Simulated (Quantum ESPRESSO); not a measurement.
**Optical response of LiCl**

Wanted: where LiCl starts to absorb, how strongly, and its refractive index. The cell comes from an older database entry, whose edges can differ from later determinations, mostly by under a per cent.

Program: Quantum ESPRESSO 7.5. Level of theory: DFT, PBE, plane waves with norm-conserving potentials (PseudoDojo), scalar-relativistic, independent-particle optical response without local fields and without the non-local commutator. Results are calculated unless marked as measured.

This account leaves out most program logs.

The database entry behind the starting cell differs from later determinations by our own check (0.1 to 0.3 % short, probably kX units), so it need not match the best structure at ambient conditions.

## Step 1: Starting point

Symmetry: Fm-3m, No. 225, cubic system. Conventional cell: a = 5.130 Å, b = 5.130 Å, c = 5.130 Å, α = 90.00°, β = 90.00°, γ = 90.00°. Nearest to Cl lie 6 Li at 2.56 Å. Li has 6 Cl at 2.56 Å nearest. Farther neighbours and most contacts between anions are not listed.

## Step 2: Ground state

First the ground state: is it a metal or has it a gap?

This step: DFT, PBE, plane waves with norm-conserving potentials (PseudoDojo), scalar-relativistic, ground state (Quantum ESPRESSO 7.5).

scf.in reads:

```
&control
  calculation = 'scf'
  prefix = 'x'
  outdir = './tmp'
  pseudo_dir = './'
  verbosity = 'high'
/
&system
  ibrav = 0
  nat = 2
  ntyp = 2
  ecutwfc = 90
  occupations = 'smearing'
  smearing = 'fd'
  degauss = 0.003675
  nbnd = 9
/
&electrons
  conv_thr = 1e-09
  electron_maxstep = 100
/
ATOMIC_SPECIES
  Cl 1.0 Cl.upf
  Li 1.0 Li.upf
CELL_PARAMETERS angstrom
  0.000000000000 2.564770000000 2.564770000000
  2.564770000000 0.000000000000 2.564770000000
  2.564770000000 2.564770000000 0.000000000000
ATOMIC_POSITIONS crystal
  Cl 0.500000000000 0.500000000000 0.500000000000
  Li 0.000000000000 0.000000000000 0.000000000000
K_POINTS automatic
  8 8 8 0 0 0
```

Launch:

```bash
$ mpirun -n 4 pw.x -nk 4 -in scf.in
```

Wall time 4.5 s (4 MPI ranks of Arm Neoverse V2, shared host); peak memory 0.07 GiB; 18 s of CPU time.

Read-outs, printed or worked out from the files:

```
total energy           : -47.47 Ry
gap on the k-mesh      : 6.329 eV
direct gap on the mesh : 6.329 eV
```

There is a gap, 6.33 eV on this mesh (points off the mesh can give less), so no carriers' term is needed.

## Step 3: Ground state with the final occupations

The ground state once more, with the occupations that the first run showed to fit.

Changes to scf.in since step 2:

```diff
@@ -12,6 +12,3 @@
   ecutwfc = 90
-  occupations = 'smearing'
-  smearing = 'fd'
-  degauss = 0.003675
-  nbnd = 9
+  occupations = 'fixed'
 /
```

Launch:

```bash
$ mpirun -n 4 pw.x -nk 4 -in scf.in
```

It took 3 s on 4 MPI ranks; peak memory 0.07 GiB.

## Step 4: Bands on the whole mesh, 12×12×12

The response needs many more empty bands than the density does.

This step: DFT, PBE, plane waves with norm-conserving potentials (PseudoDojo), scalar-relativistic, bands at fixed density (Quantum ESPRESSO 7.5).

nscf.in, as its differences from scf.in of step 3:

```diff
@@ -1,3 +1,3 @@
 &control
-  calculation = 'scf'
+  calculation = 'nscf'
   prefix = 'x'
@@ -5,3 +5,2 @@
   pseudo_dir = './'
-  verbosity = 'high'
 /
@@ -13,2 +12,5 @@
   occupations = 'fixed'
+  nbnd = 21
+  nosym = .true.
+  noinv = .true.
 /
@@ -17,2 +19,3 @@
   electron_maxstep = 100
+  diago_full_acc = .true.
 /
@@ -29,2 +32,2 @@
 K_POINTS automatic
-  8 8 8 0 0 0
+  12 12 12 0 0 0
```

Launch:

```bash
$ mpirun -n 4 pw.x -nk 4 -in nscf.in
```

Run time: 5.9 min. Hardware: 4 MPI ranks; peak memory 0.06 GiB.

## Step 5: Dielectric function

With the density converged, the vertical transitions are summed over the zone.

This step: DFT, PBE, plane waves with norm-conserving potentials (PseudoDojo), scalar-relativistic, independent-particle optical response without local fields and without the non-local commutator (Quantum ESPRESSO 7.5).

epsilon.in reads:

```
&inputpp
  prefix = 'x'
  outdir = './tmp'
  calculation = 'eps'
/
&energy_grid
  smeartype = 'gauss'
  intersmear = 0.3
  wmin = 0.0
  wmax = 22
  nw = 500
/
```

Launch:

```bash
$ mpirun -n 4 epsilon.x -nk 4 -in epsilon.in
```

Run time: 1.7 s. Hardware: 4 MPI ranks; peak memory 0.05 GiB.

Read-outs, printed or worked out from the files:

```
electronic dielectric constant ε∞, mean over x, y and z (by symmetry where fewer were run) : 3.756
main peak of Im epsilon, first axis                                                        : 9.980 eV
```

Some rows of epsi_x.dat:

```text
# energy grid [eV]     epsi_x  epsi_y  epsi_z
#
    0.176352705    0.001506168    0.001506168    0.001506168
    1.234468938    0.010943571    0.010943571    0.010943571
    2.292585170    0.022409045    0.022409045    0.022409045
    3.350701403    0.038900429    0.038900429    0.038900429
    4.408817635    0.067720118    0.067720118    0.067720118
    5.466933868    0.136667269    0.136667269    0.136667269
    6.525050100    0.731702176    0.731702176    0.731702176
    7.583166333    4.614797781    4.614797781    4.614797781
    8.641282565    6.712385976    6.712385976    6.712385976
    9.699398798    7.601240960    7.601240960    7.601240959
   10.757515030    8.109742987    8.109742987    8.109742987
   11.815631263    5.856423790    5.856423790    5.856423790
   12.873747495    2.843490036    2.843490037    2.843490036
   13.931863727    1.445009208    1.445009208    1.445009208
   14.989979960    0.972751196    0.972751196    0.972751196
   16.048096192    0.977724668    0.977724668    0.977724668
   17.106212425    1.160187687    1.160187688    1.160187687
   18.164328657    0.897542563    0.897542563    0.897542563
   19.222444890    1.094327520    1.094327521    1.094327520
   20.280561122    1.101555188    1.101555189    1.101555188
   21.338677355    0.455121957    0.455121958    0.455121957
```

The Im ε, any direction has structure finer than the step of the table below, so its rows give means over 0.5 eV, whole bins alone (the curve runs from 0 to 22 eV). Peaks (eV: height): 8.02: 5.45, 9.08: 7.30, 9.96: 8.76.

Values under the direct gap are tails of Lorentzian lines. The Im ε, any direction by photon energy; means over each step:

```csv
photon energy (eV),"Im ε, any direction"
0.5,0.00430
1.0,0.00877
1.5,0.0136
2.0,0.0189
2.5,0.0252
3.0,0.0327
3.5,0.0421
4.0,0.0545
4.5,0.0717
5.0,0.0977
5.5,0.142
6.0,0.250
6.5,0.702
7.0,2.05
7.5,4.38
8.0,4.80
8.5,5.45
9.0,6.94
9.5,6.07
10.0,8.36
10.5,7.82
11.0,6.51
11.5,5.73
12.0,4.93
12.5,3.49
13.0,2.68
13.5,1.77
14.0,1.39
14.5,1.20
15.0,0.973
15.5,1.21
16.0,0.974
16.5,1.17
17.0,1.15
17.5,1.17
18.0,0.921
18.5,1.01
19.0,1.01
19.5,1.14
20.0,1.04
20.5,0.962
21.0,0.574
21.5,0.401
```

The Re ε, any direction by photon energy:

photon energy (eV), Re ε, any direction and a bar from the least value:
```
      0.0       3.76 ##################
      0.5       3.76 ##################
      1.0       3.79 ##################
      1.5       3.82 ##################
      2.0       3.88 ###################
      2.5       3.95 ###################
      3.0       4.04 ###################
      3.5       4.17 ###################
      4.0       4.33 ####################
      4.5       4.53 ####################
      5.0       4.81 #####################
      5.5       5.20 ######################
      6.0       5.79 ########################
      6.5       6.76 ###########################
      7.0       7.93 ##############################
      7.5       7.06 ############################
      8.0       6.09 #########################
      8.5       6.89 ###########################
      9.0       4.65 #####################
      9.5       4.57 ####################
     10.0       2.47 ###############
     10.5       0.80 ##########
     11.0      -1.77 ###
     11.5      -1.03 #####
     12.0      -2.65 
     12.5      -2.62 
     13.0      -2.13 #
     13.5      -1.85 ##
     14.0      -1.37 ####
     14.5      -0.93 #####
     15.0      -0.58 ######
     15.5      -0.48 ######
     16.0      -0.17 #######
     16.5      -0.15 #######
     17.0      -0.14 #######
     17.5      -0.08 #######
     18.0      -0.17 #######
     18.5       0.02 ########
     19.0      -0.01 #######
     19.5      -0.12 #######
     20.0      -0.23 #######
     20.5      -0.53 ######
     21.0      -0.44 ######
     21.5      -0.28 #######
     22.0      -0.11 #######
```

Values under the direct gap are tails of Lorentzian lines. Loss function −Im 1/ε at q → 0, any direction against energy loss; read off at these points:

energy loss (eV), loss function −Im 1/ε at q → 0, any direction and a bar:
```
      0.0       0.00 
      1.0       0.00 
      2.0       0.00 
      3.0       0.00 
      4.0       0.00 
      5.0       0.00 
      6.0       0.01 
      7.0       0.03 
      8.0       0.08 #
      9.0       0.10 #
     10.0       0.11 #
     11.0       0.15 ##
     12.0       0.16 ##
     13.0       0.23 ##
     14.0       0.36 ####
     15.0       0.76 ########
     15.2       0.92 ##########
     16.0       1.03 ###########
     17.0       0.79 ########
     18.0       1.11 ############
     19.0       1.02 ###########
     20.0       0.90 #########
     21.0       1.11 ############
     22.0       2.85 ##############################
```

The refractive index n and extinction k by photon energy:

```
photon energy (eV)      n        k
                 0   1.94        0
                 1   1.95  0.00225
                 2   1.97  0.00480
                 3   2.01  0.00810
                 4   2.08   0.0130
                 5   2.19   0.0221
                 6   2.41   0.0493
                 7   2.84    0.343
                 8   2.66     1.00
                 9   2.56     1.39
                10   2.40     1.82
                11   1.54     2.03
                12   1.17     2.00
                13  0.810     1.67
                14  0.537     1.29
                15  0.525    0.924
                16  0.627    0.748
                17  0.746    0.837
                18  0.598    0.724
                19  0.695    0.703
                20  0.658    0.812
                21  0.358    0.754
                22  0.327    0.471
```

The reflectivity at normal incidence, any direction has structure finer than the step of the table below, so its rows give means over 0.5 eV, whole bins alone (the curve runs from 0 to 22 eV). Peaks (eV: height): 9.13: 30.6, 10.93: 42.5, 13.36: 52.7, 15.70: 31.7, 17.81: 25.8, 21.43: 41.0.

The reflectivity at normal incidence, any direction by photon energy; means over each step:

```csv
photon energy (eV),"reflectivity at normal incidence, any direction (%)"
0.5,10.2
1.0,10.3
1.5,10.4
2.0,10.7
2.5,10.9
3.0,11.3
3.5,11.7
4.0,12.3
4.5,13.0
5.0,14.0
5.5,15.3
6.0,17.1
6.5,19.9
7.0,23.5
7.5,25.5
8.0,24.7
8.5,26.7
9.0,29.6
9.5,27.1
10.0,34.6
10.5,36.2
11.0,40.1
11.5,37.6
12.0,44.5
12.5,47.5
13.0,47.1
13.5,50.6
14.0,46.2
14.5,41.2
15.0,33.5
15.5,27.4
16.0,23.4
16.5,20.4
17.0,20.2
17.5,20.7
18.0,21.7
18.5,17.3
19.0,17.0
19.5,19.7
20.0,22.1
20.5,30.8
21.0,38.9
21.5,39.1
```

Optical constants at common wavelengths, from n + ik = √ε:

| wavelength (nm) | n | k | R (%) | 1/α |
| --- | --- | --- | --- | --- |
| 1550 | 1.94 | 0.002 | 10.3 | 69 µm |
| 1064 | 1.95 | 0.003 | 10.3 | 32 µm |
| 800 | 1.96 | 0.004 | 10.5 | 18 µm |
| 450 | 2.00 | 0.007 | 11.1 | 5.0 µm |
| 405 | 2.01 | 0.008 | 11.3 | 3.9 µm |
| 308 | 2.08 | 0.013 | 12.3 | 1.9 µm |
| 248 | 2.19 | 0.022 | 14.0 | 893 nm |

Below the direct gap, k and the depth come from the tails of the Lorentzian lines, not from transitions.

Rows near the edge hang on the gap, which this functional as a rule makes too small, and phonon-assisted absorption is left out.

## Step 6: What came out

```json
{"electronic dielectric constant ε∞, mean over x, y and z (by symmetry where fewer were run) (independent particles)": "3.76", "main peak of Im epsilon, first axis": "9.98 eV"}
```

What this shows: At this level (PBE, independent particles) LiCl has ε∞ = 3.76 and n = 1.94 at 1550 nm, and Im ε peaks at 10.0 eV. Distinct maxima of Im ε, read by a parabola through the highest points, lie at 9.09 eV (7.3), 9.98 eV (8.8), 10.75 eV (8.1) and 11.78 eV (5.9). Excitons and phonon-assisted transitions are missing, and so are local fields; PBE gaps are as a rule too small, which pulls the onset down and ε∞ up. epsilon.x leaves out the commutator of the non-local potential, so its intensities are off, as a rule too high. The sum runs over mesh points, so small or evenly spaced maxima can still be ripples of the mesh.

[Machine, clock, banner and «Message from routine» lines are left out of the logs.]

[Logs are printed without paths, hosts, clocks, repeated set-up lines and the standing remarks that a program may print on its own settings, such as how far it seeks lower states.]

[Hosts, paths, dates, database ids (printed as entryN), source tags and the programs' standing remarks are cut or masked in the printed files.]
